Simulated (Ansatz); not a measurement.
# CsHgBr3 (Pm-3m): a soft mode frozen in, part 3 of 3

Wanted: the energy along a soft mode of CsHgBr3 (Pm-3m) and the structure at the end.

Ansatz 0.2.0; DFT PBEsol, scalar-relativistic, plane waves, PAW; PAW set soft_1.

So far. Step 5 (Energy along the mode, all amplitudes (two of the runs …): The lowest of the steps tried is at 0.14 Å, 3.16 meV/atom below the parent; the bottom of the well need not coincide with a step. Step 7 (The new phase in its own primitive cell): The largest force component left is 0.35 meV/Å and the pressure is 0.000 GPa, within the tolerances set. The cell now holds 34.78 Å³/atom. The relaxed cell has a = 7.924, c = 11.079 Å (conventional setting).

The database entry behind the starting cell is an old determination (1928), so it need not match the best structure at ambient conditions.

In doubt: the program warns that the response may not be converged on this k-mesh, which bears on dielectric and field responses.

## Step 8: Modes of the new phase, occupations fixed

A relaxed structure may still be a saddle point, so its zone-centre modes are computed. The response to a homogeneous field gives the Born charges and the dielectric tensor.

The input, input.yaml:

```yaml
crystal:
  lattice:
    - [-3.9619622452, 3.9619622452, 5.5392973799]
    - [3.9619622452, -3.9619622452, 5.5392973799]
    - [3.9619622452, 3.9619622452, -5.5392973799]
  atoms:
    - { symbol: Cs, position: [0.25, 0.75, 0.5] }
    - { symbol: Cs, position: [0.75, 0.25, 0.5] }
    - { symbol: Hg, position: [0.5, 0.5, 0.0] }
    - { symbol: Hg, position: [0.0, 0.0, 0.0] }
    - { symbol: Br, position: [0.240157677, 0.759842323, 0.0] }
    - { symbol: Br, position: [0.759842323, 0.240157677, 0.0] }
    - { symbol: Br, position: [0.7310730973, 0.7310730973, 0.0] }
    - { symbol: Br, position: [0.2689269027, 0.2689269027, 0.0] }
    - { symbol: Br, position: [0.759842323, 0.759842323, 0.5196846459] }
    - { symbol: Br, position: [0.240157677, 0.240157677, 0.4803153541] }
kpoints:
  mp_grid: { grid: [6, 6, 6] }
hamiltonian:
  xc: pbesol
  pseudopotentials: { kind: paw, azcp: { folder: soft_1 }, xc_functional: pbe }
scf:
  occupations: { method: fixed }
output:
  eigenvalues: true
phonons:
  method: dfpt
  dielectric: true
  rigid_motions: translations
```

The run is started by

```sh
ansatz run input.yaml --threads 4 --pin off --max-ram 10240MiB --backend cpu --events-out ev --progress --plain --runs-dir out
```

Numbers of over 12 decimals in the logs are rounded to 6 here.

Log:

```text
[...]
Crystal: 10 atoms, lattice volume = 347.805 Å³
Basis set: ecut = 420 eV, 6791 PW (Γ), exchange–correlation on 108×108×108 points (8 copies of the dense FFT grid, shifted against one another)
Bands: 60, of which v1, the nominal top of the filled ones, is band 50 counted from 1 (49 counted from 0)
Symmetry: 16 space group operations
k-points: 112 of 216 (irreducible under 1 space group operation, time reversal used)
[...]
SCF iter   1: F=—  HF=-54943.295549 eV  |F-HF|=—  |Δ(HF+E_count)|=         —  Δρ=2.79e-2  dr2=5.04e0  ethr=3.10e-3  ⟨swp⟩=5.3  Hψ=22065  notcnv=0  defer=754
[...]
SCF iter  12: F=-54940.849347 eV  HF=-54940.849347 eV  |F-HF|=3.64e-11  |Δ(HF+E_count)|=  7.93e-10  Δρ=7.10e-8  dr2=2.91e-11  ethr=1.00e-12  ⟨swp⟩=22.0  Hψ=53936  notcnv=0
SCF 1 converged in 12 iterations: F = -54940.849347 eV  dr2 = 2.91e-11
[...]
NSCF: frozen V_eff on 112 k-points
[...]
DFPT response loops at Γ: preconditioner auto → Resta (q_TF=auto, 2.217 Å⁻¹)  ε∞=12.5 (no band partly filled); β = 1.00, the filter's whole step (`scf.mixing.beta` (0.50) is not read by the response loops at its default; to damp them type it under 1.00, their step now; it binds the ground state too); Broyden in place of MSR1
── the response to a field inside a basis, on 6×6×6 k-points: an SCF that follows is theirs, and a resumed run solves both again ──
Bands: 51, of which v1, the nominal top of the filled ones, is band 50 counted from 1 (49 counted from 0)
k-points: 28 of 216
[...]
Eigensolver: Dense (28 Hₖ)
SCF iter   1: F=—  HF=-54940.596066 eV  |F-HF|=—  |Δ(HF+E_count)|=         —  Δρ=2.61e-4  dr2=1.14e-4  ethr=1.00e-1
[...]
SCF iter   4: F=-54940.596162 eV  HF=-54940.596162 eV  |F-HF|=1.48e-8  |Δ(HF+E_count)|=   1.79e-6  Δρ=3.09e-6  dr2=9.50e-8  ethr=1.24e-9
SCF 1 converged in 4 iterations: F = -54940.596162 eV  dr2 = 9.50e-8
[...]
WARN: field response: inside a basis, on 6×6×6 points, no mesh in reach settles it: take ε∞, Z* and everything formed from them with what they may err, as stated (eps_inf_uncertainty, zstar_uncertainty_e), and compare with field_mesh: kpoints on a denser kpoints.mp_grid
SCF converged after 12 iterations
Free energy (F): -54940.849347 eV
[...]
Internal energy: -54940.849347 eV  (E = F + TS)
E sigma→0 (E₀):  -54940.849347 eV
Fermi energy:    4.219458 eV
[...]
--- Band table (eV; the first three rows and the last of 112) ---
  k-point 0: bands = [... 46 lower, 3.3947, 3.3947, 3.4973, 4.2039, 4.6037, 8.3088, 8.5576, 8.5584, ... 6 higher]
  k-point 1: bands = [... 46 lower, 3.2787, 3.3511, 3.3899, 3.9029, 4.7220, 8.2506, 8.6371, 8.8055, ... 6 higher]
  k-point 2: bands = [... 46 lower, 2.9400, 3.0578, 3.3807, 4.1593, 5.6318, 7.9937, 9.3331, 9.3373, ... 6 higher]
  k-point 111: bands = [... 46 lower, 2.9288, 2.9288, 3.4774, 4.1942, 6.6198, 7.7831, 9.6535, 9.6535, ... 6 higher]
--- Phonons (Γ-DFPT): 10 representative perturbations + reference, on 112 of 216 k-points (Σ response iterations 36) ---
  k mesh reduced under 1 symmetry operation, with k and −k counted as one. Each operation leaves every solved perturbation unchanged. A smaller set is not considered because the run solves the response to a homogeneous field
  ASR residual: 7.502e-5 → 0.000e0 eV/Å²; symmetrization residual: 9.373e-6 eV/Å²
  ASR residual per site (eV/Å²): 7.50e-5 7.50e-5 6.10e-5 3.23e-5 4.72e-5 4.72e-5 2.32e-5 2.32e-5 4.72e-5 4.72e-5
  Γ frequencies (cm⁻¹): -14.05 -13.37 -13.37 0.00 0.00 0.00 16.11 26.75 26.75 28.90 30.93 30.98 31.12 31.12 35.76 35.76 42.12 42.12 42.93 55.10 55.10 65.64 73.20 79.82 79.82 109.94 155.60 155.60 173.25 198.71
  ε∞ (high-frequency dielectric tensor):
        6.312621    -0.000000     0.000000
       -0.000000     6.312621     0.000000
        0.000000     0.000000     5.464320
  softest optical mode at Γ: -14.05 cm⁻¹; the repairs (sum rule, projections) moved no ω² at Γ by more than (1.06 cm⁻¹)²
  Born effective charges Z* (e; rows j = field, columns β = displacement):
    site 0:
         1.36277    0.00000   -0.00000
         0.00000    1.36277    0.00000
        -0.00000   -0.00000    1.39170
    site 1:
         1.36277    0.00000   -0.00000
         0.00000    1.36277    0.00000
        -0.00000   -0.00000    1.39170
    site 2:
         3.01307    0.00000   -0.00000
         0.00000    3.01307    0.00000
        -0.00000   -0.00000    2.73040
    site 3:
         3.18289    0.00000    0.00000
        -0.00000    3.18289   -0.00000
        -0.00000    0.00000    2.28604
    site 4:
        -1.79790    0.85313   -0.00000
         0.85313   -1.79790   -0.00000
        -0.00000   -0.00000   -0.87516
    site 5:
        -1.79790    0.85313   -0.00000
         0.85313   -1.79790   -0.00000
         0.00000    0.00000   -0.87516
    site 6:
        -0.86494    0.00000   -0.00000
         0.00000   -0.86494   -0.00000
        -0.00000   -0.00000   -2.14960
    site 7:
        -0.86494    0.00000   -0.00000
         0.00000   -0.86494    0.00000
        -0.00000   -0.00000   -2.14960
    site 8:
        -1.79790   -0.85313    0.00000
        -0.85313   -1.79790    0.00000
         0.00000    0.00000   -0.87516
    site 9:
        -1.79790   -0.85313    0.00000
        -0.85313   -1.79790   -0.00000
         0.00000    0.00000   -0.87516
  Z* charge neutrality: 3.290e-2 e pre-enforcement
  solved inside a basis spanned on kpoints, on 6×6×6 k-points, which do not settle them: ε∞ is read to err by 5.5e-2, Z* by 4.8e-2 e (field_mesh: kpoints solves on kpoints); Z* is corrected for what the basis lacks
  optical modes at Γ without the LO–TO term, one row a degenerate level:
      ω (cm⁻¹)  modes    IR ((D/Å)²/amu)
        -14.05      1             0.0000
        -13.37      2             0.0000
         16.11      1             0.0000
         26.75      2             0.3343
         28.90      1             0.3022
         30.93      1             0.0000
         30.98      1             0.0000
[...]
optical modes at Γ + LO–TO along q̂ = [1.0000, 0.0000, 0.0000]:
      ω (cm⁻¹)  modes    IR ((D/Å)²/amu)
[...]
optical modes at Γ + LO–TO along q̂ = [0.0000, 1.0000, 0.0000]:
      ω (cm⁻¹)  modes    IR ((D/Å)²/amu)
[...]
optical modes at Γ + LO–TO along q̂ = [0.0000, 0.0000, 1.0000]:
      ω (cm⁻¹)  modes    IR ((D/Å)²/amu)
[...]
31.12      2             0.0000
         35.76      2             6.4653
         42.12      2             0.0253
         55.10      2             0.0000
         63.72      1             1.5021
         65.64      1             0.0000
         75.15      1             0.5668
         79.82      2             0.2049
        109.94      1             0.0000
        155.60      2             8.6901
        173.25      1             0.0000
        208.01      1             3.5946
```

Elapsed: 21 min, on 4 threads of Arm Neoverse V2, shared host; peak memory 8.1 GiB.

Numbers from this step:

```
sum-rule residual before enforcement                    : 7.50e-5 eV/Å²
miss of the charge sum rule                             : 0.03290 e
estimated error of the dielectric tensor                : 0.05461
estimated error of the Born charges                     : 0.04757 e
point group                                             : 4/mmm
highest optical mode at the zone centre (no LO-TO term) : 198.7 cm⁻¹
lowest optical zone-centre mode                         : -14.05 cm⁻¹
mean high-frequency dielectric constant                 : 6.030
largest Born charge (third of the trace)                : 2.919 e
top of the zone-centre spectrum with the field          : 208.0 cm⁻¹
```

Patterns of degenerate modes are one choice out of their space. The modes at Γ (shares of kinetic energy by element, %) (negative means imaginary):

```tsv
mode	frequency (cm⁻¹)	symmetry	Cs %	Hg %	Br %
1	-14.1	A2g	0	0	100
2	-13.4	Eg	0	0	100
3	-13.4	Eg	0	0	100
4	0.0	acoustic	23	35	42
5	0.0	acoustic	23	35	42
6	0.0	acoustic	23	35	42
7	16.1	B2g	0	0	100
8	26.8	Eu	41	47	12
9	26.8	Eu	41	47	12
10	28.9	A2u	71	24	6
11	30.9	B1u	0	0	100
12	31.0	B1g	100	0	0
13	31.1	Eg	100	0	0
14	31.1	Eg	100	0	0
15	35.8	Eu	36	8	56
16	35.8	Eu	36	8	56
17	42.1	Eu	0	1	99
18	42.1	Eu	0	1	99
19	42.9	A2u	6	32	62
20	55.1	Eg	0	0	100
21	55.1	Eg	0	0	100
22	65.6	B1g	0	0	100
23	73.2	A2u	0	73	27
24	79.8	Eu	0	84	16
25	79.8	Eu	0	84	16
26	109.9	A1g	0	0	100
27	155.6	Eu	0	24	76
28	155.6	Eu	0	24	76
29	173.2	A1g	0	0	100
30	198.7	A2u	0	36	64
```

Displacements in mode 1 (-14.1 cm⁻¹), the largest set to 1:
```
Cs1  0.00  0.00  0.00
Cs2  0.00  0.00  0.00
Hg3  0.00  0.00  0.00
Hg4  0.00  0.00  0.00
Br5  1.00  1.00  0.00
Br6 -1.00 -1.00  0.00
Br7  0.00  0.00  0.00
Br8  0.00  0.00  0.00
Br9 -1.00  1.00  0.00
Br10 1.00 -1.00  0.00
```

Displacements in mode 28 (155.6 cm⁻¹), the largest set to 1:
```
Cs1 -0.01  0.00  0.00
Cs2 -0.01  0.00  0.00
Hg3  0.06  0.00  0.00
Hg4  0.87  0.01  0.00
Br5 -0.69  0.98  0.00
Br6 -0.69  0.98  0.00
Br7  0.26  0.00  0.00
Br8  0.26  0.00  0.00
Br9 -0.73 -1.00  0.00
Br10-0.73 -1.00  0.00
```

High-frequency dielectric tensor, which the program warns is not settled by the k meshes in reach. Tensor:

```tsv
	x	y	z
x	6.313	0	0
y	0	6.313	0
z	0	0	5.464
```

Optical modes at the zone centre, without and with the macroscopic field of the longitudinal modes; each column is sorted by frequency, so a row need not hold one and the same mode. Modes with and without the field, by row:

```tsv
rank among optical modes	no field (cm⁻¹)	q along (1, 0, 0) (cm⁻¹)	q along (0, 0, 1) (cm⁻¹)
1	-14.1	-14.1	-14.1
2	-13.4	-13.4	-13.4
3	-13.4	-13.4	-13.4
4	16.1	16.1	16.1
5	26.8	26.8	26.8
6	26.8	27.2	26.8
7	28.9	28.9	30.4
8	30.9	30.9	30.9
9	31	31	31
10	31.1	31.1	31.1
11	31.1	31.1	31.1
12	35.8	35.8	35.8
13	35.8	42.1	35.8
14	42.1	42.1	42.1
15	42.1	42.9	42.1
16	42.9	55.1	55.1
17	55.1	55.1	55.1
18	55.1	62.6	63.7
19	65.6	65.6	65.6
20	73.2	73.2	75.2
21	79.8	79.8	79.8
22	79.8	80.8	79.8
23	109.9	109.9	109.9
24	155.6	155.6	155.6
25	155.6	170.4	155.6
26	173.2	173.2	173.2
27	198.7	198.7	208
```

Born charge (rows field, columns displacement) (e), principal values of the symmetric part by kind of site:

```tsv
atom	atoms with these values	low	middle	high	mean
Cs1	2	1.36	1.36	1.39	1.37
Hg3	1	2.73	3.01	3.01	2.92
Hg4	1	2.29	3.18	3.18	2.88
Br5	4	-2.65	-0.94	-0.88	-1.49
Br7	2	-2.15	-0.86	-0.86	-1.29
```

In full for Br7:

```
-0.86  0.00  0.00
 0.00 -0.86  0.00
 0.00  0.00 -2.15
```

Transverse modes; imaginary modes are left out. Infrared lines, with heights relative to the strongest:

```tsv
position (cm⁻¹)	lines merged	relative intensity
16	1	0.0
27	1	3.8
29	1	3.5
31	3	0.0
36	1	74
42	1	0.3
43	1	25
55	1	0.0
66	1	0.0
73	1	1.2
80	1	2.4
110	1	0.0
156	1	100
173	1	0.0
199	1	36
```

Before it was imposed, the acoustic sum rule was missed by 7.5e-5 eV/Å² and the charge sum rule by 0.033 e. The charge miss is large and points to the mesh or the basis. The lowest optical mode is imaginary, 14.1i cm⁻¹, so the energy falls along it.

## Step 9: Results

* unstable mode of the parent: q = (-0.5, -0.5, -0.5), 85i cm⁻¹
* depth at the lowest point sampled: 3.16 meV/atom
* largest atomic shift at that point: 0.14 Å
* space group reached (within 0.01 Å): I4/mmm
* energy gained over the parent (first relaxation, on the mesh of the frozen mode): 5.37 meV/atom
* volume per atom, phase reached: 34.8 Å³
* gap on the k-mesh, phase reached: 0.384 eV
* lowest optical zone-centre mode, phase reached: -14.1 cm⁻¹
* highest optical mode at the zone centre (no LO-TO term), phase reached: 199 cm⁻¹

Along this mode the structure falls into I4/mmm, 5.37 meV/atom below the parent. At the parent's cell the well is 3.158 meV/atom deep on the steps tried, with its lowest point at a shift of 0.14 Å. Relaxing atoms and cell changes the gain by +2.21 meV/atom against the lowest step (energies at zero smearing). The new phase still has an imaginary mode at the zone centre of its cell, so it is a saddle point on the way to a lower structure. Of the 4 patterns followed to their end from this parent, this one ends 0.882 meV/atom above the lowest, P4/mbm. Another end point lies within 1 meV/atom; how such a difference moves with mesh and cutoff was not tested. Each path keeps the symmetry of its pattern, so a lower phase may lie along a pattern not tried. With no gap, or one that is small against the smearing, the frequencies hang on the k mesh and the smearing, most of all near Kohn anomalies. In at least one run the field response is not settled by the k meshes in reach, so its dielectric tensor, Born charges and longitudinal modes are rough. Spin-orbit coupling is left out, which can matter for the heavy elements here. The PAW files were made for PBE and serve the other functionals too.

[Logs are printed without paths, hosts, clocks, repeated set-up lines and the standing remarks that a program may print on its own settings, such as how far it seeks lower states.]

[Hosts, paths, dates, database ids (printed as entryN), source tags and the programs' standing remarks are cut or masked in the printed files.]
